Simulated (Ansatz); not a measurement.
# SiBi (built on the sites of a database entry of SnSb): from the cell to its phonons, part 3 of 3

Aim: the vibrations of SiBi (built on the sites of a database entry of SnSb), their spectra, and whether the structure is stable.

Ansatz 0.2.0; DFT LDA, scalar-relativistic, plane waves, PAW.

So far, highest frequency on the path or at a solved wavevector (cm⁻¹): step 5 (phonons on a q mesh) 261. The relaxed cell has a = 5.762 Å (conventional setting).

The structure was built from a prototype and need not be the compound's stable phase.

## Step 6: Finite displacements in a supercell

Finite displacements in a 2×2×2 supercell give force constants from forces alone. They are exact at the wavevectors that the supercell holds, where they check the linear-response result.

input.yaml reads:

```yaml
crystal:
  lattice:
    - [0.0, 2.8811536828, 2.8811536828]
    - [2.8811536828, 0.0, 2.8811536828]
    - [2.8811536828, 2.8811536828, 0.0]
  atoms:
    - { symbol: Si, position: [0.0, 0.0, 0.0] }
    - { symbol: Bi, position: [0.5, 0.5, 0.5] }
kpoints:
  mp_grid: { grid: [12, 12, 12] }
hamiltonian:
  xc: lda
scf:
  occupations: { method: methfessel_paxton, width: 0.2 }
output:
  eigenvalues: true
phonons:
  method: fd
  supercell: [2, 2, 2]
  temperatures: { t_max: 1000, t_step: 50 }
  qpath:
    path:
      - [[0.0, 0.0, 0.0], [0.5, 0.0, 0.5], [0.625, 0.25, 0.625]]
      - [[0.375, 0.375, 0.75], [0.0, 0.0, 0.0], [0.5, 0.5, 0.5], [0.5, 0.25, 0.75], [0.5, 0.0, 0.5]]
    npoints: 10
```

Command:

```
> ansatz run input.yaml --threads 4 --pin off --max-ram 14336MiB --backend cpu --events-out ev --progress --plain --runs-dir out
```

Numbers of over 12 decimals in the logs are rounded to 6 here.

Output:

```text
[...]
Crystal: 16 atoms, lattice volume = 382.665 Å³
Basis set: ecut = 420 eV, 7391 PW (Γ)
Bands: 97, of which v1, the nominal top of the filled ones, is band 76 counted from 1 (75 counted from 0)
Symmetry: 384 space group operations
k-points: 16 of 216
[...]
SCF iter   1: F=—  HF=-101550.073399 eV  |F-HF|=—  |Δ(HF+E_count)|=         —  Δρ=1.09e-7  dr2=4.15e-11  ethr=1.00e-12  ⟨swp⟩=3.0  Hψ=3930  notcnv=0
[...]
SCF iter   2: F=-101550.073399 eV  HF=-101550.073399 eV  |F-HF|=0.00e0  |Δ(HF+E_count)|=  1.46e-11  S|Δr|=    0.00e0  Δρ=6.13e-8  dr2=1.32e-11  ethr=1.00e-12  ⟨swp⟩=4.0  Hψ=4432  notcnv=0
SCF 1 converged in 2 iterations: F = -101550.073399 eV  dr2 = 1.32e-11
[...]
Symmetry: 8 space group operations
k-points: 30 of 216 (time reversal used)
[...]
SCF iter   7: F=-101550.073387 eV  HF=-101550.073387 eV  |F-HF|=0.00e0  |Δ(HF+E_count)|=    0.00e0  S|Δr|=    0.00e0  Δρ=1.49e-8  dr2=2.24e-12  ethr=1.00e-12  ⟨swp⟩=6.0  Hψ=12833  notcnv=0
SCF 2 converged in 7 iterations: F = -101550.073387 eV  dr2 = 2.24e-12
[...]
SCF iter   7: F=-101550.073386 eV  HF=-101550.073386 eV  |F-HF|=0.00e0  |Δ(HF+E_count)|=    0.00e0  S|Δr|=    0.00e0  Δρ=1.30e-8  dr2=1.70e-12  ethr=1.00e-12  ⟨swp⟩=6.1  Hψ=12950  notcnv=0
SCF 3 converged in 7 iterations: F = -101550.073386 eV  dr2 = 1.70e-12
SCF converged after 2 iterations
[...]
Free energy (F): -101550.073399 eV
[...]
Internal energy: -101550.071417 eV  (E = F + TS)
E sigma→0 (E₀):  -101550.072904 eV
Entropy (-TS):   -0.001981 eV (-0.124 meV/atom)
Fermi energy:    10.243942 eV
[...]
--- Band table (eV; the first three rows and the last of 16) ---
  k-point 0: bands = [... 72 lower, 10.2723, 10.2723, 10.2723, 10.2723, 10.8616, 10.8616, 10.8616, 10.8616, ... 17 higher]
  k-point 1: bands = [... 72 lower, 9.5298, 9.9664, 10.0614, 10.0614, 10.2149, 10.2149, 10.2149, 11.2165, ... 17 higher]
  k-point 2: bands = [... 72 lower, 9.3672, 9.3672, 9.5611, 9.5611, 9.8080, 9.8080, 10.5512, 11.0915, ... 17 higher]
  k-point 15: bands = [... 72 lower, 9.3005, 9.3005, 10.5222, 10.5222, 10.6455, 10.6455, 11.3268, 11.3268, ... 17 higher]
--- Phonons: 2 displaced members + reference (amplitude 0.0025 Å, Σ member SCF iterations 14) ---
  symmetry images taken by strict's conditions (phonons.symmetry_images: auto; settled by no image being taken that strict refuses); asymmetry of the core-correction force 9.2e-15 eV/Å at the most on a site, 7.7e-14 eV/Å summed over every site of the supercell
  ASR residual: 8.837e-5 → 0.000e0 eV/Å²; symmetrization residual: 2.462e-5 eV/Å²
  largest component of a force at the reference: 4.3e-28 eV/Å
  ASR residual per site (eV/Å²): 8.55e-5 8.84e-5
  Γ frequencies (cm⁻¹): 0.00 0.00 0.00 140.23 140.23 140.23
[...]
```

Wall time 86 s (4 threads of Arm Neoverse N1, shared host); peak memory 1.7 GiB; 5.7 min of CPU time.

Numbers from this step:

| Item | Value |
| --- | --- |
| atoms in the supercell | 16 |
| sum-rule residual before enforcement | 8.84e-5 eV/Å² |

Interpolated from a 2×2×2 supercell, rough between the solved points. The phonon branches at the labelled points (cm⁻¹):

| point | branch 1 | branch 2 | branch 3 | branch 4 | branch 5 | branch 6 |
| --- | --- | --- | --- | --- | --- | --- |
| Γ | 0 | 0 | 0 | 140 | 140 | 140 |
| halfway | 50 | 50 | 76 | 171 | 171 | 188 |
| X | 29 | 29 | 52 | 128 | 128 | 182 |
| halfway | 39 | 45 | 58 | 138 | 145 | 187 |
| U | 55 | 66 | 67 | 162 | 180 | 199 |
| jump to K | 55 | 66 | 67 | 162 | 180 | 199 |
| halfway | 64 | 68 | 81 | 186 | 198 | 212 |
| Γ | 0 | 0 | 0 | 140 | 140 | 140 |
| halfway | 62 | 62 | 76 | 184 | 184 | 207 |
| L | 80 | 80 | 99 | 222 | 222 | 261 |
| halfway | 70 | 74 | 86 | 194 | 206 | 228 |
| W | 62 | 64 | 64 | 164 | 190 | 190 |
| halfway | 48 | 50 | 61 | 146 | 156 | 190 |
| X | 29 | 29 | 52 | 128 | 128 | 182 |

The phonon branches as a text plot (rows in cm⁻¹):

```
    255 |                                      *****
    244 |                                     *     *
    233 |                                            **
    223 |                    ***             *  ****
    212 |                  ******           * **   *** **
    201 |                ***    **           *       ****
    190 |      *****   **   ******         *          ** ******
    179 |    **     ***   **     ***        *           *      **
    168 |   *****        *        **      **             *****
    157 |  **    *      ***         *    **                 *
    147 | *       **   **           **  **                   **
    136 |*          * **              **                      **
    125 |            **                                         *
    114 |
    103 |                                       ***
     92 |                                     **   ***
     81 |                   *****            * *********
     71 |    *****       *********          ***     ******
     60 |   *     ***  *****    ****       **           *******
     49 |  * *****   *****        ***     **                 ****
     38 |   *     **   *            *    **                   **
     27 | **        ***              *   *                      *
     16 | *                          *  *
      5 |*                            **
         Γ           X  U|K            Γ         L        W     X
```

Tetrahedra on a 20×20×20 mesh, mean over bins of 5 cm-1. Interpolated from a 2×2×2 supercell, rough between the solved points. Phonon density of states against wavenumber; read off at these points:

| wavenumber (cm⁻¹) | phonon density of states (1/cm⁻¹/cell) |
| --- | --- |
| 2 | 1.0e-5 |
| 8 | 5.0e-5 |
| 18 | 4.3e-4 |
| 22 | 7.7e-4 |
| 32 | 0.00382 |
| 38 | 0.00755 |
| 42 | 0.0128 |
| 52 | 0.0388 |
| 58 | 0.0554 |
| 68 | 0.109 |
| 72 | 0.104 |
| 78 | 0.0699 |
| 88 | 0.0286 |
| 92 | 0.0148 |
| 102 | 0 |
| 108 | 0 |
| 112 | 0 |
| 122 | 0 |
| 128 | 1.4e-4 |
| 138 | 0.00346 |
| 142 | 0.00561 |
| 152 | 0.0112 |
| 158 | 0.0148 |
| 162 | 0.0198 |
| 172 | 0.0337 |
| 178 | 0.0366 |
| 188 | 0.0487 |
| 192 | 0.0580 |
| 198 | 0.0563 |
| 208 | 0.0515 |
| 212 | 0.0391 |
| 222 | 0.0177 |
| 228 | 0.012 |
| 232 | 0.00961 |
| 242 | 0.00627 |
| 248 | 0.00493 |
| 258 | 0.00175 |
| 262 | 1.0e-5 |

At Γ the two methods differ by at most 0.0 cm⁻¹.

## Step 7: What came out

| Quantity | Value |
| --- | --- |
| space group after relaxation (within 0.01 Å) | Fm-3m |
| volume per atom | 23.9 Å³ |
| electronic character | no gap on this mesh |
| highest optical mode at the zone centre (no LO-TO term) | 140 cm⁻¹ |
| lowest optical zone-centre mode | 140 cm⁻¹ |
| lowest mode on the q mesh (acoustic modes at Γ apart) | 28.8 cm⁻¹ |
| highest frequency on the path or at a solved wavevector | 261 cm⁻¹ |
| zero-point energy per atom | 23.7 meV |
| heat capacity at 300 K | 24.0 J/(mol atoms K) |
| vibrational entropy at 300 K | 41.9 J/(mol atoms K) |
| Debye temperature (second moment) | 268 K |
| imaginary modes on the 4×4×4 q mesh | none |

What this shows: The structure is a minimum as far as tested: no mode is imaginary at the 8 irreducible wavevectors of the 4×4×4 mesh, and the softest away from the acoustic zeros lies at 29 cm⁻¹. The optical modes at Γ form one degenerate level at 140 cm⁻¹. The highest mode in this list at Γ, 140.2 cm⁻¹, is mostly motion of Si (88 % of the kinetic energy). On the path and the mesh, the widest gap between branches runs from 99 to 126 cm⁻¹. Finite displacements and linear response differ by 0.0 cm⁻¹ in the highest zone-centre mode. With no gap, or one that is small against the smearing, the frequencies hang on the k mesh and the smearing, most of all near Kohn anomalies. The phonon runs are without spin polarisation, although the cell has an odd electron count. Spin-orbit coupling is left out, which can matter for the heavy elements here. A phonon run warned that its eigensolver left some bands unconverged in a pass. The starting cell was built on a prototype and not taken from a measurement, so the phase need not exist. These are harmonic frequencies at zero temperature: anharmonic shifts, linewidths and thermal expansion are left out.

[Logs are printed without paths, hosts, clocks, repeated set-up lines and the standing remarks that a program may print on its own settings, such as how far it seeks lower states.]

[Hosts, paths, dates, database ids (printed as entryN), source tags and the programs' standing remarks are cut or masked in the printed files.]
